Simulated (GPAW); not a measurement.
The N K edge of atom 3 in Ta2N (P-3m1), with 6 Ta at 2.18 Å (octahedral, site symmetry -3m), was computed in 2 ways: excited-electron core hole (neutral cell) and no core hole. Program and functional: GPAW, PBE, without spin-orbit coupling, Gaussian full width 0.9 eV up to 4 eV, rising linearly to 3.5 eV at 25 eV; cells of 3 and 24 atoms (the run without a hole in the smaller).

Each run is counted from its own lowest empty level or Fermi level and scaled to a mean of 1 over its first 20 eV.

```tsv
E (eV)	run 1	run 2
-2.00	0.00	0.00
-1.25	0.00	0.00
-0.50	0.18	0.10
0.25	1.49	0.87
1.00	2.51	1.20
1.75	2.08	1.74
2.50	1.40	1.60
3.25	1.43	1.35
4.00	1.26	1.13
4.75	1.72	1.54
5.50	1.61	1.68
6.25	1.08	1.54
7.00	0.84	1.15
7.75	0.87	0.96
8.50	0.88	0.93
9.25	1.07	1.15
10.00	1.06	1.25
10.75	0.83	1.07
11.50	0.65	0.83
12.25	0.67	0.73
13.00	0.74	0.81
13.75	0.71	0.85
14.50	0.61	0.76
15.25	0.55	0.66
16.00	0.55	0.61
16.75	0.53	0.58
17.50	0.49	0.53
18.25	0.42	0.47
19.00	0.40	0.41
19.75	0.42	0.39
20.50	0.48	0.41
21.25	0.53	0.46
22.00	0.57	0.50
22.75	0.60	0.53
23.50	0.63	0.55
24.25	0.65	0.57
25.00	0.66	0.57
25.75	0.68	0.58
26.50	0.70	0.60
27.25	0.73	0.63
28.00	0.75	0.66
28.75	0.75	0.68
29.50	0.75	0.69
30.25	0.72	0.69
31.00	0.68	0.67
31.75	0.64	0.63
```

Q: Which run is which?

Run 1: excited-electron core hole (neutral cell) (area from −2 to 6 eV 10.4, main maxima 1.1 eV (2.51), 3.0 eV (1.48), 5.0 eV (1.77) and 9.6 eV (1.11)). Run 2: no core hole (area from −2 to 6 eV 8.6, main maxima 1.9 eV (1.76), 5.6 eV (1.69), 9.8 eV (1.26) and 13.6 eV (0.85)). With each curve scaled to its own mean, the area from −2 to 6 eV with the hole is 10.4 against 8.6, and the centre of weight from −1 to 20 eV moves by -0.8 eV: the hole pulls the absorber's empty states down.

[Banner, clock and machine lines of the logs are left out without a mark of their own.]

[Logs are printed without paths, hosts, clocks, repeated set-up lines and the standing remarks that a program may print on its own settings, such as how far it seeks lower states.]

[Hosts, paths, dates, database ids (printed as entryN), source tags and the programs' standing remarks are cut or masked in the printed files.]

[Lists of maxima count a maximum above −3 eV only where it reaches 4 % of the highest in the window and stands out from its surroundings by 2 % of it (1.5 % where it reaches 55 %); shoulders and weaker maxima are passed over, and of the rest the first, up to two pre-edge ones and the few strongest are named.]
